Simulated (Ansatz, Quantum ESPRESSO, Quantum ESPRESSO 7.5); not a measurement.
# Ni(100), 7 layers: vacuum level and surface dipole

How much energy does it take to lift an electron out of Ni(100), 7 layers, and how far do the settings matter?

Method: plane-wave DFT, PBE, GBRV ultrasoft pseudopotentials (cross-check by Ansatz 0.2.0 with PAW datasets), in Quantum ESPRESSO 7.5.

**Measured values to reproduce.**

For Ni (clean (100) face), “Anisotropic work function of elemental crystals” (2019, arxiv:1902.07811) quotes earlier work: work function (clean (100) face) 5.17 eV.

Report form: the programs' logs are mostly left out.

## Step 1: Starting point

The cell holds 7 atoms: 7 Ni. Its edges and angles: a = 2.489 Å, b = 2.489 Å, c = 26.560 Å, α = 90.0°, β = 90.0°, γ = 90.0°. It derives from Ni. Vacuum lies along c.

## Step 2: Relaxing the ions

BFGS moves the free atoms until their forces fall under forc_conv_thr; those flagged 0 0 0 are held.

relax.in

```
&control
  prefix = 'relax'
  outdir = './out'
  pseudo_dir = './pseudo'
  nstep = 40
  forc_conv_thr = 0.001
  calculation = 'relax'
/
&system
  ibrav = 0
  nat = 7
  ntyp = 1
  ecutwfc = 40
  ecutrho = 200
  occupations = 'smearing'
  smearing = 'mv'
  degauss = 0.02
  nspin = 2
  starting_magnetization(1) = 0.12
/
&electrons
  conv_thr = 1e-07
  mixing_beta = 0.4
  electron_maxstep = 120
  mixing_mode = 'local-TF'
/
&ions
/
ATOMIC_SPECIES
  Ni  58.6934  ni_pbe_v1.4.uspp.F.UPF
CELL_PARAMETERS angstrom
  2.48901586977665 0.00000000000000 0.00000000000000
  0.00000000000000 2.48901586977665 0.00000000000000
  0.00000000000000 0.00000000000000 26.56000000000000
ATOMIC_POSITIONS crystal
  Ni  0.000000000000 0.000000000000 0.301204819277
  Ni  0.500000000000 0.500000000000 0.367469879518
  Ni  0.000000000000 0.000000000000 0.433734939759 0 0 0
  Ni  0.500000000000 0.500000000000 0.500000000000 0 0 0
  Ni  0.000000000000 0.000000000000 0.566265060241 0 0 0
  Ni  0.500000000000 0.500000000000 0.632530120482
  Ni  0.000000000000 0.000000000000 0.698795180723
K_POINTS automatic
  12 12 1 0 0 0
```

Command:

```
> OMP_NUM_THREADS=1 mpirun -n 4 pw.x -nk 4 -in relax.in > relax.out
```

The job ended after 26 min (4 MPI ranks of Arm Neoverse V1, shared host; peak memory 0.84 GiB).

Relaxation path:

```tsv
step	energy less that of the first step (eV)	largest force (eV/Å)
1	0.0000	0.3814
2	-0.0102	0.2867
3	-0.0181	0.2071
4	-0.0235	0.0811
5	-0.0240	0.0471
6	-0.0242	0.0590
7	-0.0245	0.0594
8	-0.0249	0.0564
9	-0.0254	0.0428
10	-0.0257	0.0106
```

The atoms that moved most (Å):

```tsv
atom	dx	dy	dz	length
Ni1	0.000	0.000	0.058	0.058
Ni7	0.000	0.000	-0.058	0.058
Ni6	0.000	0.000	0.012	0.012
Ni2	0.000	0.000	-0.012	0.012
```

The relaxation lowers the energy by 4 meV an atom. On the free atoms the largest force ends at 0.011 eV/Å.

Numbers from this step:

* free energy: -32691.9751 eV
* Fermi energy: 5.708 eV
* magnetization: 4.95 μB
* absolute magnetization: 5.69 μB
* site moments: 0.8112, 0.7402, 0.7262, 0.715, 0.7262, 0.7402, 0.8112 μB

The program's own clock; routines nest. Time by routine:

```tsv
routine	wall time (s)	calls
PWSCF	1543	1
electrons	1524	10
c_bands	1285	186
cegterg	1209	2604
h_psi	644.3	8252
fftw	465.4	1059898
vloc_psi	431.2	8252
sum_band	168.8	186
calbec	156	11416
h_psi:calbec	100.7	8252
add_vuspsi	100.3	8252
s_psi	99.73	8252
cdiaghg	47.97	8112
mix_rho	37.73	186
```

## Step 3: Ground state

One self-consistent run gives the Fermi level and the density from which pp.x builds the potential.

scf.in

```
&control
  prefix = 'scf'
  outdir = './out'
  pseudo_dir = './pseudo'
  calculation = 'scf'
  tprnfor = .true.
/
&system
  ibrav = 0
  nat = 7
  ntyp = 1
  ecutwfc = 40
  ecutrho = 200
  occupations = 'smearing'
  smearing = 'mv'
  degauss = 0.02
  nspin = 2
  starting_magnetization(1) = 0.12
/
&electrons
  conv_thr = 1e-07
  mixing_beta = 0.4
  electron_maxstep = 120
  mixing_mode = 'local-TF'
/
ATOMIC_SPECIES
  Ni  58.6934  ni_pbe_v1.4.uspp.F.UPF
CELL_PARAMETERS angstrom
  2.48901586977665 0.00000000000000 0.00000000000000
  0.00000000000000 2.48901586977665 0.00000000000000
  0.00000000000000 0.00000000000000 26.56000000000000
ATOMIC_POSITIONS crystal
  Ni  0.000000000000 0.000000000000 0.303397160800
  Ni  0.500000000000 0.500000000000 0.367017797000
  Ni  0.000000000000 0.000000000000 0.433734939800
  Ni  0.500000000000 0.500000000000 0.500000000000
  Ni  0.000000000000 0.000000000000 0.566265060200
  Ni  0.500000000000 0.500000000000 0.632982203000
  Ni  0.000000000000 0.000000000000 0.696602839200
K_POINTS automatic
  12 12 1 0 0 0
```

Command:

```
> OMP_NUM_THREADS=1 mpirun -n 4 pw.x -nk 4 -in scf.in > scf.out
```

Elapsed: 4.4 min, on 4 MPI ranks; peak memory 0.79 GiB; 18 min of CPU time.

Numbers from this step:

```
Fermi energy : 5.707 eV
site moments : 0.8113, 0.7407, 0.7266, 0.7154, 0.7266, 0.7407, 0.8113 μB
```

The program's own clock; routines nest. Time by routine:

```tsv
routine	wall time (s)	calls
PWSCF	265.8	1
electrons	260.7	1
c_bands	225.5	27
cegterg	208.3	378
h_psi	106.5	2008
fftw	74.87	168430
vloc_psi	70.78	2008
sum_band	25.11	27
calbec	24.47	2442
add_vuspsi	16.86	2008
h_psi:calbec	16.82	2008
s_psi	16.62	2008
cdiaghg	11.67	1994
mix_rho	5.05	27
```

The run needed 27 iterations to bring the estimated error under 1e-07 Ry; the largest force on any atom, held or free, is 0.02 eV/Å. The cell keeps a moment of 5.0 μB.

## Step 4: Electrostatic potential

plot_num = 11 writes the bare and Hartree potential. It leaves out exchange and correlation, which fade slowly, so it flattens close to the surface.

pot.in

```
&inputpp
  prefix = 'scf'
  outdir = './out'
  filplot = 'pot.dat'
  plot_num = 11
/
```

Command:

```
> OMP_NUM_THREADS=1 mpirun -n 4 pp.x -in pot.in > pot.out
```

The job ended after 0.91 s (4 MPI ranks; peak memory 0.09 GiB; 3.3 s of CPU time).

Numbers from this step:

```
work function of the upper face                                       : 4.902 eV
slope of the potential above                                          : 3.80e-4 eV/Å
upper vacuum line continued to the top atoms, over the Fermi level    : 4.900 eV
work function of the lower face                                       : 4.902 eV
slope of the potential below                                          : -2.64e-4 eV/Å
lower vacuum line continued to the bottom atoms, over the Fermi level : 4.900 eV
```

The potential energy, planar mean oscillates, so the rows of the table below give means over windows of 1.77 Å about each position, cut where the curve ends. Its maxima inside the range that stand out by 2 % of the span (Å: eV): 8.9: -2.90, 10.6: -2.10, 12.4: -2.20, 14.2: -2.20, 15.9: -2.10, 17.7: -2.90. Its minima: 8.0: -21.3, 9.8: -21.3, 11.6: -21.3, 13.3: -21.2, 15.0: -21.3, 16.8: -21.3, 18.5: -21.3.

Electrostatic potential energy of an electron; zero at the Fermi level. Potential energy, planar mean against z; means over each step:

z (Å), potential energy, planar mean (eV) and a bar from the least value:
```
     0.89        4.9 ##############################
     2.66        4.9 ##############################
     4.43        4.9 ##############################
     6.20        4.2 #############################
     7.97      -10.4 #
     9.74      -11.1 
    11.51      -10.9 
    13.28      -11.0 
    15.05      -10.9 
    16.82      -11.1 
    18.59      -10.4 #
    20.36        4.2 #############################
    22.13        4.9 ##############################
    23.90        4.9 ##############################
    25.67        4.9 ##############################
```

Electrostatic potential energy in the ca plane at fractional y = 0.000, with atoms of Ni within 0.2 Å of it. With pseudopotentials it is smooth inside the atoms' cores, unlike the true potential.

Ten even steps from '0' (-109 eV) to '9' (5 eV), each cell a mean:
```
51169999972038999996115899998302799999999999
75589999986468999998557999999756899999999999
98899999999899999999889999999989999999999999
99999999999999999999999999999999999999999999
99999999999999999999999999999999999999999999
87789999997789999998778999999877999999999999
52269999973148999996225899998413799999999999
40058999971027999985003899998201799999999999
```
Columns run along c (16.0 Å, from fractional 0.28 to 0.88 of the cell; values clipped at the 3rd and 97th percentile), rows up along a (2.5 Å). Atoms in or near the plane, at fractional coordinates: Ni at (0.30, 0.00), Ni at (0.43, 0.00), Ni at (0.57, 0.00), Ni at (0.70, 0.00).

The vacuum is flat to 0.4 meV/Å, so its level is well defined. Inside the slab the curve depends on the local part of the pseudopotentials; only the vacuum level has a meaning of its own.

## Step 5: Planar and running averages

average.x takes the planar mean and smooths it over a window of one repeat.

avg.in

```
1
pot.dat
1.0
604
3
3.3259179793
```

Command:

```
> OMP_NUM_THREADS=1 average.x < avg.in > avg.out
```

Run time: 0.53 s. Hardware: 1 MPI rank; peak memory 0.1 GiB.

This step gave:

| Quantity | Value |
| --- | --- |
| average.x's running mean inside the slab, on the run's own zero | -5.266 eV |
| mean potential by an exact Fourier window inside the slab, on the run's own zero | -5.266 eV |

The potential energy (planar mean) oscillates, so the rows of the table below give means over windows of 1.71 Å about each position, cut where the curve ends. Its maxima inside the range that stand out by 2 % of the span (Å: eV): 8.9: -2.86, 10.6: -2.09, 12.4: -2.25, 14.2: -2.20, 16.0: -2.14, 17.7: -2.84. Its minima: 8.0: -21.4, 9.8: -21.5, 11.5: -21.3, 13.3: -21.5, 15.0: -21.5, 16.8: -21.5, 18.5: -21.3.

Electrostatic potential energy of an electron; zero at the Fermi level; window 1.7600 Å. The potential energy by z; means over each step:

```tsv
z (Å)	planar mean (eV)	running mean (eV)
0.85	4.90	4.90
2.56	4.90	4.90
4.28	4.90	4.89
5.98	4.50	4.04
7.70	-9.51	-7.62
9.41	-11.5	-11.4
11.12	-11.0	-10.9
12.82	-11.0	-11.0
14.54	-10.9	-11.0
16.25	-10.8	-11.0
17.96	-11.5	-11.3
19.66	0.508	-1.05
21.38	4.85	4.79
23.09	4.90	4.90
24.79	4.90	4.90
26.50	4.90	4.90
```

Where the running mean is not flat inside, average.x's window, rounded to the grid, doesn't match the spacings there.

## Step 6: Valence density

The density shows how far the electrons spill into the vacuum.

rho.in

```
&inputpp
  prefix = 'scf'
  outdir = './out'
  filplot = 'rho.dat'
  plot_num = 0
/
```

Command:

```
> OMP_NUM_THREADS=1 mpirun -n 4 pp.x -in rho.in > rho.out
```

Wall time 0.89 s (4 MPI ranks); peak memory 0.1 GiB.

This step gave:

```
electrons by integration : 126.0 e
```

The valence density, planar mean oscillates, so the rows of the table below give means over windows of 1.77 Å about each position, cut where the curve ends. Its maxima inside the range that stand out by 2 % of the span (Å: e/Å³): 8.0: 3.83, 9.8: 3.82, 11.6: 3.82, 13.3: 3.80, 15.0: 3.82, 16.8: 3.82, 18.5: 3.83. Its minima: 8.9: 0.408, 10.6: 0.354, 12.4: 0.359, 14.2: 0.359, 15.9: 0.354, 17.7: 0.408.

Mean over planes. Table of valence density, planar mean by z; means over each step:

z (Å), valence density, planar mean (e/Å³) and a bar:
```
     4.43       0.00 
     6.20       0.03 
     7.97       1.60 #############################
     9.74       1.65 ##############################
    11.51       1.64 ##############################
    13.28       1.64 ##############################
    15.05       1.64 ##############################
    16.82       1.65 ##############################
    18.59       1.61 #############################
    20.36       0.03 
    22.13       0.00
```

Valence density in the ca plane at fractional y = 0.000, with atoms of Ni within 0.2 Å of it. It is the smooth field of the valence electrons, not physical close to the nuclei.

Values in e/Å³, 5 rows by 16 columns, each cell a mean:
```
13  2  0  4 11  0  0 13  2  0  5 11  0  0  0  0
 1  0  0  0  1  0  0  1  0  0  1  1  0  0  0  0
 0  0  0  0  0  0  0  0  0  0  0  0  0  0  0  0
 3  1  0  1  3  0  0  3  1  0  1  3  0  0  0  0
22  4  0  8 19  0  0 23  4  0  9 18  0  0  0  0
```
Columns run along c (16.0 Å, from fractional 0.28 to 0.88 of the cell), rows up along a (2.5 Å). Atoms in or near the plane, at fractional coordinates: Ni at (0.30, 0.00), Ni at (0.43, 0.00), Ni at (0.57, 0.00), Ni at (0.70, 0.00).

The density integrates to 126.000 electrons, as the 126 of the input ask.

## Step 7: Projections on atomic orbitals

projwfc.x splits the states by atom and orbital; the spilling says how much the atomic basis misses.

pdos.in

```
&projwfc
  prefix = 'scf'
  outdir = './out'
  filpdos = 'pdos'
  Emin = -2.293
  Emax = 9.707
  DeltaE = 0.1
  ngauss = 0
  degauss = 0.01
/
```

Command:

```
> OMP_NUM_THREADS=1 mpirun -n 4 projwfc.x -in pdos.in > pdos.out
```

Run time: 4.1 s. Hardware: 4 MPI ranks; peak memory 0.22 GiB; 17 s of CPU time.

Numbers from this step:

```
spilling of the projection : 0.0021
```

Projected DOS an atom, spin up over height of the atomic layer and energy from the Fermi level. Columns are the atomic layers from the bottom up.

Ten even steps from '_' (0.02 states/eV) to '@' (2.06 states/eV), each cell a mean:
```
______________
______________
______________
______________
::::::::::::::
@@%%%%%%%%%%@@
@@**********@@
%%==++**++==%%
%%**********%%
==**##**##**==
--==++++++==--
--==--==--==--
--**======**--
..----::----..
__..........__
______________
______________
______________
______________
______________
______________
______________
```
Columns: height of the atomic layer (Å) from 8.06 to 18.5; rows upwards: energy from the Fermi level (eV) from -8.00 to 1.50.

Projected DOS an atom, spin dn over height of the atomic layer and energy from the Fermi level. Columns are the atomic layers from the bottom up.

Ten even steps from '0' (0.02 states/eV) to '9' (1.94 states/eV), each cell a mean:
```
0000000
1000001
4332334
9778779
9565659
8566658
8655568
5677765
3465643
3444443
2534352
2433342
1222221
0111110
0000000
0000000
0000000
0000000
0000000
0000000
0000000
0000000
```
Columns: height of the atomic layer (Å) from 8.06 to 18.5; rows upwards: energy from the Fermi level (eV) from -8.00 to 1.50.

The atomic orbitals miss 0.2 % of the occupied states; for empty states the projections can miss much more.

## Step 8: Ground state: open boundaries by the effective screening medium

The effective screening medium with bc1 puts vacuum on both sides and removes the images along the normal. The slab must sit about z = 0, symmetry is kept, and the .esm1 file holds the planar potential.

esm.in

```
&control
  prefix = 'esm'
  outdir = './out'
  pseudo_dir = './pseudo'
  calculation = 'scf'
  tprnfor = .true.
/
&system
  ibrav = 0
  nat = 7
  ntyp = 1
  ecutwfc = 40
  ecutrho = 200
  occupations = 'smearing'
  smearing = 'mv'
  degauss = 0.02
  assume_isolated = 'esm'
  esm_bc = 'bc1'
  nspin = 2
  starting_magnetization(1) = 0.12
/
&electrons
  conv_thr = 1e-07
  mixing_beta = 0.4
  electron_maxstep = 120
  mixing_mode = 'local-TF'
/
ATOMIC_SPECIES
  Ni  58.6934  ni_pbe_v1.4.uspp.F.UPF
CELL_PARAMETERS angstrom
  2.48901586977665 0.00000000000000 0.00000000000000
  0.00000000000000 2.48901586977665 0.00000000000000
  0.00000000000000 0.00000000000000 26.56000000000000
ATOMIC_POSITIONS crystal
  Ni  0.000000000000 0.000000000000 -0.196602839200
  Ni  0.500000000000 0.500000000000 -0.132982203000
  Ni  0.000000000000 0.000000000000 -0.066265060200
  Ni  0.500000000000 0.500000000000 0.000000000000
  Ni  0.000000000000 0.000000000000 0.066265060200
  Ni  0.500000000000 0.500000000000 0.132982203000
  Ni  0.000000000000 0.000000000000 0.196602839200
K_POINTS automatic
  12 12 1 0 0 0
```

Command:

```
> OMP_NUM_THREADS=1 mpirun -n 4 pw.x -nk 4 -in esm.in > esm.out
```

It took 6.1 min on 4 MPI ranks; peak memory 0.83 GiB.

This step gave:

```
free energy                                                    : -32691.9753 eV
Fermi energy                                                   : -4.900 eV
magnetization                                                  : 4.94 μB
site moments                                                   : 0.8113, 0.7407, 0.7266, 0.7153, 0.7266, 0.7407, 0.8113 μB
vacuum line at the lower end of the cell, over the Fermi level : 4.900 eV
vacuum line at the upper end of the cell, over the Fermi level : 4.900 eV
```

The potential energy, planar mean oscillates, so the rows of the table below give means over windows of 1.77 Å about each position, cut where the curve ends. Its maxima inside the range that stand out by 2 % of the span (Å: eV): -4.4: -2.83, -2.6: -2.16, -0.8: -2.29, 0.8: -2.29, 2.6: -2.16, 4.4: -2.83. Its minima: -5.2: -21.4, -3.5: -21.5, -1.8: -21.5, 0.0: -21.5, 1.8: -21.5, 3.5: -21.5, 5.2: -21.4.

Electrostatic potential energy of an electron; zero at the Fermi level. Potential energy, planar mean against z; means over each step:

z (Å), potential energy, planar mean (eV) and a bar from the least value:
```
   -12.34        4.9 ##############################
   -10.57        4.9 ##############################
    -8.80        4.9 ##############################
    -7.03        4.1 ############################
    -5.26      -10.5 #
    -3.49      -11.0 
    -1.72      -10.9 
     0.05      -10.9 
     1.82      -10.9 
     3.59      -11.1 
     5.36      -10.2 ##
     7.13        4.3 #############################
     8.90        4.9 ##############################
    10.67        4.9 ##############################
    12.44        4.9 ##############################
```

The vacuum levels are read from the outermost 0.7 Å of the cell on either side.

The run needed 27 iterations to bring the estimated error under 1e-07 Ry; the largest force on any atom, held or free, is 0.02 eV/Å. The cell keeps a moment of 4.9 μB.

The upper level is 4.900 eV against 4.902 eV from the periodic run.

## Step 9: SCF with pw.x: PBEsol, PseudoDojo norm-conserving

The geometry stays; functional or pseudopotentials change.

Level of this step: plane-wave DFT, PBEsol, PseudoDojo norm-conserving pseudopotentials (Quantum ESPRESSO 7.5).

dojo-pbesol.in

```
&control
  prefix = 'dojo-pbesol'
  outdir = './out'
  pseudo_dir = './pseudo'
  calculation = 'scf'
  tprnfor = .true.
/
&system
  ibrav = 0
  nat = 7
  ntyp = 1
  ecutwfc = 90
  ecutrho = 360
  occupations = 'smearing'
  smearing = 'mv'
  degauss = 0.02
  nspin = 2
  starting_magnetization(1) = 0.12
/
&electrons
  conv_thr = 1e-07
  mixing_beta = 0.4
  electron_maxstep = 120
  mixing_mode = 'local-TF'
/
ATOMIC_SPECIES
  Ni  58.6934  Ni.dojo-sr-pbesol-0.4.1-standard.upf
CELL_PARAMETERS angstrom
  2.48901586977665 0.00000000000000 0.00000000000000
  0.00000000000000 2.48901586977665 0.00000000000000
  0.00000000000000 0.00000000000000 26.56000000000000
ATOMIC_POSITIONS crystal
  Ni  0.000000000000 0.000000000000 0.303397160800
  Ni  0.500000000000 0.500000000000 0.367017797000
  Ni  0.000000000000 0.000000000000 0.433734939800
  Ni  0.500000000000 0.500000000000 0.500000000000
  Ni  0.000000000000 0.000000000000 0.566265060200
  Ni  0.500000000000 0.500000000000 0.632982203000
  Ni  0.000000000000 0.000000000000 0.696602839200
K_POINTS automatic
  12 12 1 0 0 0
```

Command:

```
> OMP_NUM_THREADS=1 mpirun -n 4 pw.x -nk 4 -in dojo-pbesol.in > dojo-pbesol.out
```

The job ended after 9.5 min (4 MPI ranks; peak memory 2 GiB; 38 min of CPU time).

Read from the output:

```
free energy            : -31931.9180 eV
Fermi energy           : 5.890 eV
magnetization          : 4.9 μB
absolute magnetization : 5.58 μB
site moments           : 0.8027, 0.729, 0.7161, 0.7033, 0.7161, 0.729, 0.8027 μB
```

## Step 10: Electrostatic potential

dojo-pbesol.pot.in

```
&inputpp
  prefix = 'dojo-pbesol'
  outdir = './out'
  filplot = 'dojo-pbesol.pot.dat'
  plot_num = 11
/
```

Command:

```
> OMP_NUM_THREADS=1 mpirun -n 4 pp.x -in dojo-pbesol.pot.in > dojo-pbesol.pot.out
```

Run time: 0.88 s. Hardware: 4 MPI ranks; peak memory 0.1 GiB; 3.2 s of CPU time.

Read from the output:

| Item | Value |
| --- | --- |
| work function of the upper face | 5.012 eV |
| slope of the potential above | 1.29e-4 eV/Å |
| upper vacuum line continued to the top atoms, over the Fermi level | 5.011 eV |
| work function of the lower face | 5.012 eV |
| slope of the potential below | -9.28e-5 eV/Å |
| lower vacuum line continued to the bottom atoms, over the Fermi level | 5.011 eV |

The upper face goes from 4.902 eV (PBE, GBRV) to 5.012 eV, a change of +0.110 eV.

## Step 11: Self-consistent run: PBE, SG15 norm-conserving

Level of this step: plane-wave DFT, PBE, SG15 norm-conserving pseudopotentials (Quantum ESPRESSO 7.5).

sg15-pbe.in, as its differences from the input of step 9:

```diff
@@ -1,3 +1,3 @@
 &control
-  prefix = 'dojo-pbesol'
+  prefix = 'sg15-pbe'
   outdir = './out'
@@ -11,4 +11,4 @@
   ntyp = 1
-  ecutwfc = 90
-  ecutrho = 360
+  ecutwfc = 60
+  ecutrho = 240
   occupations = 'smearing'
@@ -26,3 +26,3 @@
 ATOMIC_SPECIES
-  Ni  58.6934  Ni.dojo-sr-pbesol-0.4.1-standard.upf
+  Ni  58.6934  Ni_ONCV_PBE-1.2.upf
 CELL_PARAMETERS angstrom
```

Command:

```
> OMP_NUM_THREADS=1 mpirun -n 4 pw.x -nk 4 -in sg15-pbe.in > sg15-pbe.out
```

Elapsed: 6 min, on 4 MPI ranks; peak memory 1.2 GiB.

This step gave:

* free energy: -29361.7104 eV
* Fermi energy: 6.677 eV
* magnetization: 4.73 μB
* absolute magnetization: 5.37 μB
* site moments: 0.7735, 0.7018, 0.6906, 0.6784, 0.6906, 0.7018, 0.7735 μB

(Part 1 of 2 ends here.)

[Logs are printed without paths, hosts, clocks, repeated set-up lines and the standing remarks that a program may print on its own settings, such as how far it seeks lower states.]

[Hosts, paths, dates, database ids (printed as entryN), source tags and the programs' standing remarks are cut or masked in the printed files.]

[Maps of the electrostatic potential energy from Ansatz leave out the sawtooth potential of an applied field or a dipole correction, so their vacuum need not be flat; planar profiles and work functions include it.]
